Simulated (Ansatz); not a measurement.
An input for Ansatz 0.2.0 (InF3 (R-3c)):

```yaml
crystal:
  lattice:
    - [2.6021411829, 1.5023469124, 4.9075061345]
    - [-2.6021411829, 1.5023469124, 4.9075061345]
    - [0.0, -3.0046938249, 4.9075061345]
  atoms:
    - { symbol: In, position: [0.5, 0.5, 0.5] }
    - { symbol: In, position: [0.0, 0.0, 0.0] }
    - { symbol: F, position: [0.39570922, 0.75, 0.10429078] }
    - { symbol: F, position: [0.75, 0.10429078, 0.39570922] }
    - { symbol: F, position: [0.89570922, 0.60429078, 0.25] }
    - { symbol: F, position: [0.25, 0.89570922, 0.60429078] }
    - { symbol: F, position: [0.60429078, 0.25, 0.89570922] }
    - { symbol: F, position: [0.10429078, 0.39570922, 0.75] }
kpoints:
  mp_grid: { grid: [4, 4, 4] }
hamiltonian:
  xc: lda
scf:
  occupations: { method: fixed }
gw:
  n_empty_bands: 423
  ecut_chi: 138
  qp_bands: [v2, c2]
  qp_kpoints: band_edges
  screening: { model: contour_deformation }
```

```sh
ansatz run input.yaml --threads 3 --pin off --max-ram 92160MiB --backend cuda --events-out ev --progress --plain --runs-dir out --devices 1 --max-vram 13GiB  # rebuilt from the run's record
```

**Question.** How long will it take on 1 × NVIDIA H100 80GB HBM3 (shared by 6 runs) with 3 threads of AMD EPYC 7R13 (Zen 3), shared host, and how much memory?

It took 54 s; on shared hardware allow 27 s to 1.8 min. Peak host memory was 1.8 GiB. The sizes that set the cost: 2249 plane waves a state, 13 irreducible k points, 457 bands summed, 417 plane waves in the screening and 7 SCF cycles.

The screening grows as filled bands × empty bands × pairs of k points, times the square of the screening basis for the matrix.

[Paths, hosts, dates, memory and timing lines, banners, echoed tables and standing remarks are left out of the program output.]

[Logs are printed without paths, hosts, clocks, repeated set-up lines and the standing remarks that a program may print on its own settings, such as how far it seeks lower states.]

[Runs of the session that timed out or met a known fault of the program may be left out.]

[Cells called generated may have been cut or substituted from an entry of the Crystallography Open Database or the Materials Project.]

[Hosts, paths, dates, database ids (printed as entryN), source tags and the programs' standing remarks are cut or masked in the printed files.]
